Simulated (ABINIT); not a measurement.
# InGaN2 (P3m1): G0W0 with ABINIT, start to end

Wanted: ground state, empty states, screening and self-energy for InGaN2 (P3m1).

Program: ABINIT 10.8.3. Level of theory: LDA and many-body steps on it, plane waves. Results are calculated unless marked as measured.

## 1. Starting point

Symmetry: P3m1, No. 156, trigonal system. Conventional cell: a = 3.399 Å, b = 3.399 Å, c = 5.552 Å, α = 90.00°, β = 90.00°, γ = 120.00°. In has 4 N at 2.13 to 2.20 Å nearest. Ga has 4 N at 1.94 to 2.05 Å nearest. Nearest to N lie 1 Ga at 1.94 Å and 3 In at 2.13 Å. N has 3 Ga at 2.05 Å and 1 In at 2.20 Å nearest. Farther neighbours and most contacts between anions are not listed.

The cell and positions are those that the Materials Project relaxed with its own functionals (PBE, PBE+U or r2SCAN), kept fixed.

## 2. Ground state

This step: ABINIT 10.8.3; DFT, LDA, plane waves, norm-conserving pseudopotentials.

The ground-state density comes first.

File run.abi:

```
acell 3*1.0 Angstrom
rprim 
  3.399288205422 -0.000000000005 0.000000000000
  -1.699644102707 2.943869940683 0.000000000000
  0.000000000000 0.000000000000 5.551613000000
ntypat 3
znucl 49 31 7
natom 4
typat 1 2 3 3
xred 
  0.000000000000 0.000000000000 0.998402000000
  0.666666666667 0.333333333333 0.495356000000
  0.666666666667 0.333333333333 0.145617000000
  0.000000000000 0.000000000000 0.602224000000
pp_dirpath "pseudos"
pseudos "In.upf, Ga.upf, N.upf"
ecut 45
ngkpt 6 6 4
nshiftk 1
shiftk 0 0 0
kptopt 1
chksymbreak 0
nband 32
occopt 1
tolvrs 1e-10
nstep 60
prtwf 0
optforces 0
optstress 0
indata_prefix "in"
outdata_prefix "out"
tmpdata_prefix "tmp"
```

Launch:

```bash
> OMP_NUM_THREADS=1 mpirun -n 8 abinit run.abi > log
```

Numbers of over 12 decimals in the logs are rounded to 6 here.

Log:

```text
.Version 10.8.3 of ABINIT. v10.8.2 released Aug 2026.

 Symmetries : space group P3 m 1 (#156); Bravais hP (primitive hexag.)
================================================================================
 Values of the parameters that define the memory need of the present run
     intxc =       0    ionmov =       0      iscf =       7    lmnmax =       6
     lnmax =       6     mgfft =      64  mpssoang =       3    mqgrid =    3169
     natom =       4  nloc_mem =       1    nspden =       1   nspinor =       1
    nsppol =       1      nsym =       6    n1xccc =    2501    ntypat =       3
    occopt =       1   xclevel =       1
-    mband =          32        mffmem =           1         mkmem =           3
       mpw =        5444          nfft =      102400          nkpt =          24
================================================================================
  Rough estimation (10% accuracy) of disk space for files :
================================================================================

--------------------------------------------------------------------------------
------------- Echo of variables that govern the present computation ------------
--------------------------------------------------------------------------------
 -outvars: echo values of preprocessed input variables --------
            acell      1.8897261259E+00  1.8897261259E+00  1.8897261259E+00 Bohr

      chksymbreak           0
             ecut      4.50000000E+01 Hartree
-          fftalg         312

              ixc       -1012
              kpt      0.00000000E+00  0.00000000E+00  0.00000000E+00
                       1.66666667E-01  0.00000000E+00  0.00000000E+00
                       3.33333333E-01  0.00000000E+00  0.00000000E+00
                       5.00000000E-01  0.00000000E+00  0.00000000E+00
                       1.66666667E-01  1.66666667E-01  0.00000000E+00
                       3.33333333E-01  1.66666667E-01  0.00000000E+00
                       3.33333333E-01  3.33333333E-01  0.00000000E+00
                       0.00000000E+00  0.00000000E+00  2.50000000E-01
                       1.66666667E-01  0.00000000E+00  2.50000000E-01
   [... 13 further rows ...]
                       3.33333333E-01  1.66666667E-01  5.00000000E-01
                       3.33333333E-01  3.33333333E-01  5.00000000E-01
         kptrlatt        6    0    0      0    6    0      0    0    4
          kptrlen      3.85423424E+01
P           mkmem           3
            natom           4
            nband          32
            ngfft          40      40      64
             nkpt          24
            nstep          60
             nsym           6
           ntypat           3
              occ      2.000000  2.000000  2.000000  2.000000  2.000000  2.000000
                       2.000000  2.000000  2.000000  2.000000  2.000000  2.000000
                       2.000000  2.000000  2.000000  2.000000  2.000000  2.000000
                       2.000000  2.000000  2.000000  2.000000  2.000000  2.000000
                       2.000000  2.000000  0.000000  0.000000  0.000000  0.000000
                       0.000000  0.000000
        optforces           0
        optstress           0
            prtwf           0
            rprim      3.3992882054E+00 -5.0000000000E-12  0.0000000000E+00
[...]
spgroup         156

           tolvrs      1.00000000E-10

             xred      0.0000000000E+00  0.0000000000E+00  9.9840200000E-01
[...]
znucl       49.00000   31.00000    7.00000

================================================================================

 chkinp: Checking input parameters for consistency.

================================================================================
== DATASET  1 ==================================================================
-   mpi_nproc: 8, omp_nthreads: 1 (-1 if OMP is not activated)

--- !DatasetInfo
iteration_state: {dtset: 1, }
dimensions: {natom: 4, nkpt: 24, mband: 32, nsppol: 1, nspinor: 1, nspden: 1, mpw: 5444, }
cutoff_energies: {ecut:  45.0, pawecutdg:  -1.0, }
electrons: {nelect:   5.20000000E+01, charge:   0.00000000E+00, occopt:   1.00000000E+00, tsmear:   1.00000000E-02, }

 Real(R)+Recip(G) space primitive vectors, cartesian coordinates (Bohr,Bohr^-1):
 R(1)=  6.4237237  0.0000000  0.0000000  G(1)=  0.1556729  0.0898778  0.0000000
 R(2)= -3.2118619  5.5631079  0.0000000  G(2)=  0.0000000  0.1797556  0.0000000
 R(3)=  0.0000000  0.0000000 10.4910281  G(3)=  0.0000000  0.0000000  0.0953195
 Unit cell volume ucvol=  3.7490600E+02 bohr^3
 Angles (23,13,12)=  9.00000000E+01  9.00000000E+01  1.20000000E+02 degrees

 getcut: wavevector=  0.0000  0.0000  0.0000  ngfft=  40  40  64
         ecut(hartree)=     45.000   => boxcut(ratio)=   2.02018

--- Pseudopotential description ------------------------------------------------
- In Generated using ONCVPSP code by D. R. Hamann
- 49.00000  21.00000  180309                  znucl, zion, pspdat
12 -1012 2 -1 1894                            pspcod,pspxc,lmax,lloc,mmax
     nproj     2     2     2
  pspatm : epsatm=   33.93291270
         --- l  ekb(1:nproj) -->
[...]
pspatm: atomic psp has been read  and splines computed

- Ga Generated using ONCVPSP code by D. R. Hamann
- 31.00000  21.00000  180309                  znucl, zion, pspdat
12 -1012 2 -1 1858                            pspcod,pspxc,lmax,lloc,mmax
     nproj     2     2     2
  pspatm : epsatm=   21.89818218
         --- l  ekb(1:nproj) -->
[...]
pspatm: atomic psp has been read  and splines computed

- N Generated using ONCVPSP code by D. R. Hamann
-  7.00000   5.00000  180309                  znucl, zion, pspdat
12 -1012 1 -1 1058                            pspcod,pspxc,lmax,lloc,mmax
     nproj     2     2     0
  pspatm : epsatm=    5.30777321
         --- l  ekb(1:nproj) -->
[...]
pspatm: atomic psp has been read  and splines computed

   3.45522535E+03                                ecore*ucvol(ha*bohr**3)
--------------------------------------------------------------------------------

_setup2: Arith. and geom. avg. npw (full set) are    5403.090    5403.080

================================================================================

--- !BeginCycle
iteration_state: {dtset: 1, }
solver: {iscf: 7, nstep: 60, nline: 4, wfoptalg: 0, }
tolerances: {tolvrs: 1.00E-10, }

     iter   Etot(hartree)      deltaE(h)  residm     vres2
 ETOT  1  -466.00146099811    -4.660E+02 5.368E-01 2.775E+03
 ETOT  2  -467.19803532870    -1.197E+00 5.620E-02 4.254E+03
 ETOT  3  -468.03044027238    -8.324E-01 2.334E-02 2.477E+02
 ETOT  4  -468.03780869144    -7.368E-03 4.525E-03 1.835E+02
 ETOT  5  -468.04593706772    -8.128E-03 1.393E-03 6.160E+01
 ETOT  6  -468.05070539743    -4.768E-03 8.660E-04 1.171E+01
 ETOT  7  -468.05143875007    -7.334E-04 2.535E-04 6.125E+00
 ETOT  8  -468.05186075655    -4.220E-04 3.866E-04 2.135E+00
 ETOT  9  -468.05206213403    -2.014E-04 1.560E-04 3.671E-02
 ETOT 10  -468.05206341442    -1.280E-06 2.147E-04 7.867E-03
 ETOT 11  -468.05206433544    -9.210E-07 6.538E-05 7.051E-05
 ETOT 12  -468.05206434772    -1.228E-08 9.831E-05 1.009E-06
 ETOT 13  -468.05206434785    -1.250E-10 2.891E-05 5.723E-08
 ETOT 14  -468.05206434785     5.684E-13 4.338E-05 5.015E-09
 ETOT 15  -468.05206434785     6.821E-13 1.277E-05 4.520E-10
 ETOT 16  -468.05206434784     6.366E-12 1.916E-05 1.278E-10
 ETOT 17  -468.05206434784     2.387E-12 5.627E-06 1.304E-11

 At SCF step   17       vres2   =  1.30E-11 < tolvrs=  1.00E-10 =>converged.

--- !ResultsGS
iteration_state: {dtset: 1, }
comment   : Summary of ground state results
lattice_vectors:
- [  6.4237237,  -0.0000000,   0.0000000, ]
- [ -3.2118619,   5.5631079,   0.0000000, ]
- [  0.0000000,   0.0000000,  10.4910281, ]
lattice_lengths: [   6.42372,    6.42372,   10.49103, ]
lattice_angles: [ 90.000,  90.000, 120.000, ] # degrees, (23, 13, 12)
lattice_volume:   3.7490600E+02
convergence: {deltae:  2.387E-12, res2:  1.304E-11, residm:  5.627E-06, diffor:  0.000E+00, }
etotal    :  -4.68052064E+02
entropy   :   0.00000000E+00
fermie    :   2.23193896E-01
cartesian_stress_tensor: null
pressure_GPa: null
xred      :
- [  0.0000E+00,   0.0000E+00,   9.9840E-01, In]
- [  6.6667E-01,   3.3333E-01,   4.9536E-01, Ga]
- [  6.6667E-01,   3.3333E-01,   1.4562E-01,  N]
- [  0.0000E+00,   0.0000E+00,   6.0222E-01,  N]
cartesian_forces: null
force_length_stats: {min: null, max: null, mean: null, }

 Integrated electronic density in atomic spheres:
 ------------------------------------------------
 Atom  Sphere_radius  Integrated_density
[...]
4        2.00000          5.00163710
================================================================================

 ----iterations are completed or convergence reached----

 Mean square residual over all n,k,spin=   13.710E-09; max=  56.275E-07
 reduced coordinates (array xred) for    4 atoms
       0.000000000000      0.000000000000      0.998402000000
       0.666666666667      0.333333333333      0.495356000000
       0.666666666667      0.333333333333      0.145617000000
       0.000000000000      0.000000000000      0.602224000000
 rms dE/dt=  0.0000E+00; max dE/dt=  0.0000E+00; dE/dt below (all hartree)
    1       0.000000000000      0.000000000000      0.000000000000
    2       0.000000000000      0.000000000000      0.000000000000
    3       0.000000000000      0.000000000000      0.000000000000
    4       0.000000000000      0.000000000000      0.000000000000

 cartesian coordinates (angstrom) at end:
    1      0.000000     0.000000     5.542742
    2      1.699644     0.981290     2.750025
    3      1.699644     0.981290     0.808409
    4      0.000000     0.000000     3.343315
 length scales=  1.889726125908  1.889726125908  1.889726125908 bohr
              =  1.000000000000  1.000000000000  1.000000000000 angstroms
 prteigrs : about to open file out_EIG
 Fermi (or HOMO) energy (hartree) =   0.22319   Average Vxc (hartree)=  -0.42910
 Eigenvalues (hartree) for nkpt=  24  k points:
 kpt#   1, nband= 32, wtk=  0.00694, kpt=  0.0000  0.0000  0.0000 (reduced coord)
  -4.98821   -3.95063   -3.19301   -3.19301   -3.19283   -2.42971   -2.42971   -2.42924
  -0.32635   -0.31997   -0.28451   -0.28451   -0.27918   -0.27918   -0.27892   -0.26621
  -0.26621   -0.25262   -0.25262   -0.20243   -0.01389    0.18070    0.18070    0.21220
   0.22319    0.22319    0.23183    0.33585    0.49031    0.54558    0.54558    0.59329
 prteigrs : prtvol=0 or 1, do not print more k-points.

--- !EnergyTerms
iteration_state     : {dtset: 1, }
comment             : Components of total free energy in Hartree
kinetic             :  2.01888275622983E+02
hartree             :  1.66815187744436E+02
xc                  : -5.91974480076489E+01
Ewald energy        : -2.53251460232176E+02
psp_core            :  9.21624443003820E+00
local_psp           : -4.54790811677747E+02
non_local_psp       : -7.87320522277251E+01
total_energy        : -4.68052064347840E+02
total_energy_eV     : -1.27363455061978E+04
band_energy         : -5.66731794078171E+01

== END DATASET(S) ==============================================================
================================================================================

 -outvars: echo values of variables after computation  --------
           etotal     -4.6805206435E+02
            nband          32
             nkpt          24
          spgroup         156
 [... the other variables as echoed above ...]

 Calculation completed.
```

Wall time 27 s (8 MPI ranks of Intel Xeon 6975P-C (Granite Rapids), shared host); peak memory 0.76 GiB.

This step gave:

* total energy: -12736.3455 eV
* gap: 0.2351 eV
* k of the valence top: 0, 0, 0
* k of the conduction bottom: 0, 0, 0
* least direct gap: 0.2351 eV

The gap is direct, at Γ.

(Part 1 of 3 ends here.)

[Paths, hosts, dates, memory and timing lines, banners, echoed tables and standing remarks are left out of the program output.]

[Logs are printed without paths, hosts, clocks, repeated set-up lines and the standing remarks that a program may print on its own settings, such as how far it seeks lower states.]

[Runs of the session that timed out or met a known fault of the program may be left out.]

[Hosts, paths, dates, database ids (printed as entryN), source tags and the programs' standing remarks are cut or masked in the printed files.]

[G0W0 gaps are taken among the corrected bands and points alone; a level outside them can change the order at an edge.]

[Where Ansatz stands beside ABINIT at settings called matched, ABINIT's density can come from a denser mesh and the files from another edition; pairs whose starting gaps differed by over 0.03 eV were left out, so agreement reads better than it is.]
